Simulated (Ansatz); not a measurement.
# A vacancy of Sn at several sites of amorphous SnO2 (72 atoms), part 4 of 4

At which site of amorphous SnO2 (72 atoms) does a vacancy of Sn cost least, and what about the site decides it?

Ansatz 0.2.0; Kohn-Sham DFT, PBE, PAW (set soft_2), plane waves.

The cell: 24 Sn and 48 O. The quench rate of 50 K/ps is orders of magnitude faster than experiment. The starting topology of bonds comes from the classical model. Sampling is at Γ alone, for a cell whose shortest periodic width is 10 Å.

So far. Step 9 (Vacancy of Sn, site Sn23): The relaxation converged after 16 steps, 1.36 eV below its start, with a largest force component of 0.042 eV/Å.

## Step 10: Vacancy of Sn, site Sn6

The site has 5 bonded neighbours (O5) at 2.02 Å on average. 

input.yaml reads:

```yaml
crystal:
  lattice:
    - [9.85089, 0.0, 0.0]
    - [0.0, 9.85089, 0.0]
    - [0.0, 0.0, 9.85089]
  atoms:
    [... atom lines 1 to 2 left out ...]
    - { symbol: Sn, position: [0.51027, 0.1905, 0.08473] }
    - { symbol: Sn, position: [0.76844, 0.46599, 0.57536] }
    - { symbol: Sn, position: [0.23791, 0.69992, 0.35531] }
    - { symbol: Sn, position: [0.988, 0.21785, 0.95313] }
    - { symbol: Sn, position: [0.20607, 0.48065, 0.75554] }
    - { symbol: Sn, position: [0.21834, 0.04574, 0.18358] }
    - { symbol: Sn, position: [0.58541, 0.98948, 0.49047] }
    [... atom lines 10 to 71 left out ...]
magnetization:
  spin_polarized: true
kpoints:
  mp_grid: { grid: [1, 1, 1] }
hamiltonian:
  xc: pbe
scf:
  occupations: { method: fermi_dirac, width: 0.025 }
  lower_state_search: "off"
output:
  forces: true
  eigenvalues: true
relax:
  f_tol: 0.05
  max_steps: 90
```

Run with:

```
$ ansatz run input.yaml --threads 4 --pin off --max-ram 8192MiB --backend cpu --events-out ev --progress --plain --runs-dir out
```

Numbers of over 12 decimals in the logs are rounded to 6 here.

The program printed:

```text
[...]
Crystal: 71 atoms, lattice volume = 955.931 Å³
Basis set: ecut = 420 eV, 18805 PW (Γ), exchange–correlation on 144×144×144 points (8 copies of the dense FFT grid, shifted against one another)
Bands: 378, of which v1, the nominal top of the filled ones, is band 305 counted from 1 (304 counted from 0)
Symmetry: 1 space group operations
[...]
k-points: 1
[...]
Starting moments: Σ|m| = 3 μB on 5 of 71 sites
[...]
SCF iter   1: F=—  HF=-165778.439688 eV  |F-HF|=—  |Δ(HF+E_count)|=         —  Δρ=5.39e-2 (↑4.16e-2 ↓5.39e-2)  dr2=8.58e1  dr2_m=2.85e0  M=5.905 μB ∫|m|=6.081 μB  β_m=1.00  ethr=3.10e-3  ⟨swp⟩=6.0  Hψ=2898  notcnv=0  defer=16
[...]
SCF iter   4: F=—  HF=-165764.242610 eV  |F-HF|=—  |Δ(HF+E_count)|=    1.61e0  Δρ=2.80e-2 (↑1.19e-2 ↓2.80e-2)  dr2=1.34e1  dr2_m=1.56e0  M=4.000 μB ∫|m|=4.442 μB  β_m=0.30  ethr=2.93e-3  ⟨swp⟩=4.0  Hψ=729  notcnv=0  defer=126
[...]
SCF iter  13: F=—  HF=-165763.531419 eV  |F-HF|=—  |Δ(HF+E_count)|=   4.57e-3  Δρ=1.61e-3 (↑1.14e-3 ↓1.61e-3)  dr2=2.33e-2  dr2_m=1.30e-2  M=4.000 μB ∫|m|=4.362 μB  β_m=0.30  ethr=2.95e-5  ⟨swp⟩=2.0  Hψ=764  notcnv=0  defer=126
[...]
SCF iter  16: F=—  HF=-165763.547869 eV  |F-HF|=—  |Δ(HF+E_count)|=   5.16e-3  Δρ=2.08e-3 (↑4.87e-4 ↓2.08e-3)  dr2=5.02e-2  dr2_m=1.09e-2  M=4.000 μB ∫|m|=4.371 μB  β_m=0.12  ethr=3.82e-6  ⟨swp⟩=2.0  Hψ=939  notcnv=0  defer=126
[...]
SCF iter  27: F=-165763.554919 eV  HF=-165763.554963 eV  |F-HF|=4.42e-5  |Δ(HF+E_count)|=   3.97e-6  Δρ=6.37e-5 (↑1.03e-5 ↓6.37e-5)  dr2=5.68e-5  dr2_m=9.31e-6  M=4.000 μB ∫|m|=4.367 μB  β_m=0.30  ethr=1.02e-8  ⟨swp⟩=10.5  Hψ=3222  notcnv=0
SCF iter  28: F=-165763.554958 eV  HF=-165763.554962 eV  |F-HF|=3.98e-6  |Δ(HF+E_count)|=   4.52e-7  Δρ=2.44e-5 (↑9.70e-6 ↓2.44e-5)  dr2=6.87e-6  dr2_m=1.29e-6  M=4.000 μB ∫|m|=4.367 μB  ethr=9.32e-9  ⟨swp⟩=1.0  Hψ=1394  notcnv=0
SCF 1 converged in 28 iterations: F = -165763.554958 eV  dr2 = 6.87e-6
[...]
relax step   1: F+E_penalty+E_count = -165763.55495828 eV  Δ(F+E_penalty+E_count) = +0.000e0 eV  max|allowed force component| = 1.194e0 eV/Å  Δτ_max = 0.0000 Å  (28 SCF iters, dr2 threshold 6.25e-5 eV, accepted)
[... from here on, the SCF cycles and remarks between the steps are left out ...]
relax step   2: F+E_penalty+E_count = -165764.18857623 eV  Δ(F+E_penalty+E_count) = -6.336e-1 eV  max|allowed force component| = 6.221e-1 eV/Å  Δτ_max = 0.1967 Å  (15 SCF iters, dr2 threshold 8.90e-5 eV, accepted)
relax step   3: F+E_penalty+E_count = -165764.40531938 eV  Δ(F+E_penalty+E_count) = -2.167e-1 eV  max|allowed force component| = 3.187e-1 eV/Å  Δτ_max = 0.1909 Å  (19 SCF iters, dr2 threshold 2.42e-5 eV, accepted)
relax step   4: F+E_penalty+E_count = -165764.47824183 eV  Δ(F+E_penalty+E_count) = -7.292e-2 eV  max|allowed force component| = 2.537e-1 eV/Å  Δτ_max = 0.0639 Å  (17 SCF iters, dr2 threshold 2.67e-5 eV, accepted)
relax step   5: F+E_penalty+E_count = -165764.58396907 eV  Δ(F+E_penalty+E_count) = -1.057e-1 eV  max|allowed force component| = 3.099e-1 eV/Å  Δτ_max = 0.2000 Å  (18 SCF iters, dr2 threshold 1.69e-5 eV, accepted)
relax step   6: F+E_penalty+E_count = -165764.69430419 eV  Δ(F+E_penalty+E_count) = -1.103e-1 eV  max|allowed force component| = 2.230e-1 eV/Å  Δτ_max = 0.1149 Å  (14 SCF iters, dr2 threshold 6.08e-5 eV, accepted)
relax step   7: F+E_penalty+E_count = -165764.77900833 eV  Δ(F+E_penalty+E_count) = -8.470e-2 eV  max|allowed force component| = 3.430e-1 eV/Å  Δτ_max = 0.1456 Å  (13 SCF iters, dr2 threshold 2.58e-5 eV, accepted)
relax step   8: F+E_penalty+E_count = -165764.85230204 eV  Δ(F+E_penalty+E_count) = -7.329e-2 eV  max|allowed force component| = 2.066e-1 eV/Å  Δτ_max = 0.0701 Å  (11 SCF iters, dr2 threshold 6.09e-5 eV, accepted)
relax step   9: F+E_penalty+E_count = -165764.87795787 eV  Δ(F+E_penalty+E_count) = -2.566e-2 eV  max|allowed force component| = 2.912e-1 eV/Å  Δτ_max = 0.2000 Å  (14 SCF iters, dr2 threshold 1.55e-5 eV, accepted)
relax step  10: F+E_penalty+E_count = -165764.93790977 eV  Δ(F+E_penalty+E_count) = -5.995e-2 eV  max|allowed force component| = 1.615e-1 eV/Å  Δτ_max = 0.0962 Å  (10 SCF iters, dr2 threshold 3.08e-5 eV, accepted)
relax step  11: F+E_penalty+E_count = -165764.94857903 eV  Δ(F+E_penalty+E_count) = -1.067e-2 eV  max|allowed force component| = 1.266e-1 eV/Å  Δτ_max = 0.0191 Å  (10 SCF iters, dr2 threshold 8.03e-6 eV, accepted)
relax step  12: F+E_penalty+E_count = -165764.94954078 eV  Δ(F+E_penalty+E_count) = -9.618e-4 eV  max|allowed force component| = 3.977e-1 eV/Å  Δτ_max = 0.2000 Å  (15 SCF iters, dr2 threshold 4.93e-6 eV, accepted)
relax step  13: F+E_penalty+E_count = -165765.01794395 eV  Δ(F+E_penalty+E_count) = -6.840e-2 eV  max|allowed force component| = 3.304e-1 eV/Å  Δτ_max = 0.0338 Å  (8 SCF iters, dr2 threshold 9.71e-5 eV, accepted)
relax step  14: F+E_penalty+E_count = -165764.73245783 eV  Δ(F+E_penalty+E_count) = +2.855e-1 eV  max|allowed force component| = 9.249e-1 eV/Å  Δτ_max = 0.1948 Å  (11 SCF iters, dr2 threshold 7.53e-5 eV, rejected (line search))
relax step  15: F+E_penalty+E_count = -165765.08657643 eV  Δ(F+E_penalty+E_count) = -6.863e-2 eV  max|allowed force component| = 1.731e-1 eV/Å  Δτ_max = 0.0972 Å  (15 SCF iters, accepted)
relax step  16: F+E_penalty+E_count = -165765.09516070 eV  Δ(F+E_penalty+E_count) = -8.584e-3 eV  max|allowed force component| = 1.198e-1 eV/Å  Δτ_max = 0.0462 Å  (9 SCF iters, dr2 threshold 8.22e-6 eV, accepted)
relax step  17: F+E_penalty+E_count = -165765.10402733 eV  Δ(F+E_penalty+E_count) = -8.867e-3 eV  max|allowed force component| = 7.268e-2 eV/Å  Δτ_max = 0.0272 Å  (8 SCF iters, dr2 threshold 3.94e-6 eV, accepted)
relax step  18: F+E_penalty+E_count = -165765.06641001 eV  Δ(F+E_penalty+E_count) = +3.762e-2 eV  max|allowed force component| = 2.767e-1 eV/Å  Δτ_max = 0.0590 Å  (12 SCF iters, rejected (line search))
relax step  19: F+E_penalty+E_count = -165765.10931100 eV  Δ(F+E_penalty+E_count) = -5.284e-3 eV  max|allowed force component| = 4.233e-2 eV/Å  Δτ_max = 0.0288 Å  (12 SCF iters, accepted)
SCF converged after 12 iterations
Magnetization: 4.0000 μB (307.0000 up, 303.0000 down)
Absolute magnetization: 4.5169 μB (∫|ρ↑−ρ↓|, with the PAW one-centre terms)
[...]
Per-site moments (μB) at R_I (Å): [(-0.00172031, 0.838743), (-0.000163633, 0.828650), (-0.000239902, 0.813980), (-0.000653069, 0.852711), (-0.00145632, [...]
Free energy (F): -165765.109311 eV
[...]
Internal energy: -165765.109077 eV  (E = F + TS)
E sigma→0 (E₀):  -165765.109194 eV
Entropy (-TS):   -0.000234 eV (-0.003 meV/atom)
Fermi energy:    7.756545 eV
[...]
Σ components = -165765.109311   (vs F -165765.109311, Δ=0.00e0)
--- Forces (eV/Å), atoms counted from 1 ---
  atom   1  Sn     0.02565708     0.01136656     0.00781550
  atom   2  Sn    -0.00010134     0.02070564     0.00337621
  atom   3  Sn     0.01209717    -0.00604944    -0.00199684
  atom   4  Sn     0.01115949    -0.01039675     0.00382360
[...]
atom  71  O     -0.01930524    -0.01091493    -0.00596053
  max |Σ_I F_I| component: 1.92e-5 eV/Å
--- Band table (eV) ---
[...]
--- Relaxed structure (19 steps of the walk, 17 accepted, 0 SCFs on fresh bases) ---
  F+E_penalty+E_count = -165765.10931100 eV   max|allowed force component| = 4.233e-2 eV/Å
  atoms:
    - { symbol: Sn, position: [0.717148, 0.671477, 0.325866] }
    - { symbol: Sn, position: [0.048770, 0.231870, 0.419889] }
    - { symbol: Sn, position: [0.523736, 0.173368, 0.078469] }
    - { symbol: Sn, position: [0.755336, 0.465818, 0.574865] }
[...]
- { symbol: O, position: [0.191817, 0.368416, 0.370103] }
```

The job ended after 6.9 min (4 threads of Intel Xeon Platinum 8259CL at 2.50GHz (Skylake/Cascade Lake), shared host; peak memory 2.3 GiB).

The relaxation converged after 19 steps, 1.55 eV below its start, with a largest force component of 0.042 eV/Å.

The surroundings of the place of the removed atom, after relaxation: 10 atoms, nearest first, with positions taken from that point. Atoms keep their numbers of the cell before the removal, where the removed atom was number 6.

| atom | x | y | z | distance (Å) | bonds | moment (μB) |
| --- | --- | --- | --- | --- | --- | --- |
| O64 | 0.89 | -1.74 | 0.40 | 2.00 | 2 | 0.40 |
| O43 | -1.60 | -0.16 | 1.33 | 2.09 | 2 | 0.61 |
| O69 | 1.29 | 0.88 | -1.38 | 2.09 | 2 | 0.53 |
| O36 | -0.65 | 2.29 | 0.06 | 2.38 | 2 | 0.02 |
| O47 | -0.66 | -1.58 | -1.67 | 2.39 | 2 | 0.39 |
| Sn5 | -2.24 | -0.25 | -1.72 | 2.84 | 5 | 0.00 |
| Sn10 | 1.00 | 2.91 | -0.85 | 3.19 | 6 | 0.00 |
| Sn1 | 2.43 | -0.27 | -2.61 | 3.57 | 6 | 0.00 |
| O55 | -1.53 | 1.49 | -2.92 | 3.62 | 3 | 0.00 |
| Sn4 | 2.81 | -2.30 | -0.15 | 3.63 | 6 | 0.00 |

The column of bonds counts only the pairs O-Sn within 2.73 Å; other neighbours, such as metal atoms beside each other in a compound, aren't counted, and periodic images can show an atom twice.

The largest move is 0.66 Å, by Sn5.

## Step 11: The sites compared

All these cells hold the same atoms, so their energies can be compared with no chemical potential.

| site | neighbours | mean distance (Å) | atoms within 6 Å | energy over the best site (eV) | before relaxation (eV) | gain on relaxing (eV) | moment (μB) |
| --- | --- | --- | --- | --- | --- | --- | --- |
| Sn9 | O6 | 2.17 | 64 | 0.00 | 0.00 | 1.89 | 4.0 |
| Sn2 | O6 | 2.10 | 64 | 0.14 | 0.17 | 1.93 | 4.0 |
| Sn7 | O5 | 2.06 | 66 | 0.78 | 0.39 | 1.50 | 4.0 |
| Sn6 | O5 | 2.02 | 65 | 0.83 | 0.49 | 1.55 | 4.0 |
| Sn3 | O5 | 2.07 | 64 | 1.06 | 0.39 | 1.23 | 4.0 |
| Sn23 | O6 | 2.11 | 64 | 1.94 | 1.41 | 1.36 | 4.0 |

Neighbours are those of the relaxed host within 2.58 Å (O-Sn); other pairs aren't counted.

## Step 12: Findings

The cheapest site is Sn9 (6 neighbours, O6); the dearest, Sn23 (6 neighbours, O6), costs 1.9 eV more. By coordination the energies over the best site are 0.78 to 1.06 eV with 5 neighbours and 0.00 to 1.94 eV with 6 neighbours. Relaxation gains 1.2 to 1.9 eV and leaves the best site the same.

**Limits.** Defects are neutral and interact with their images. The reference ran with fixed occupations, but 6 of the 6 defect cells with fermi-dirac smearing of 0.025 eV, spin polarised. In a disordered cell the relaxation can also rearrange atoms far from the site. In the spin-polarised runs the search for a state of lower energy was switched off. Only 6 of the 24 Sn sites were tried; unless symmetry makes the others alike to these, a cheaper one may exist. A local or semilocal functional tends to spread out the unpaired spin of such defects. The pressure of 3.1 GPa means that a free cell would grow at this level.

The DFT runs together took 37 min of wall time.

[Logs are printed without paths, hosts, clocks, repeated set-up lines and the standing remarks that a program may print on its own settings, such as how far it seeks lower states.]

[Hosts, paths, dates, database ids (printed as entryN), source tags and the programs' standing remarks are cut or masked in the printed files.]
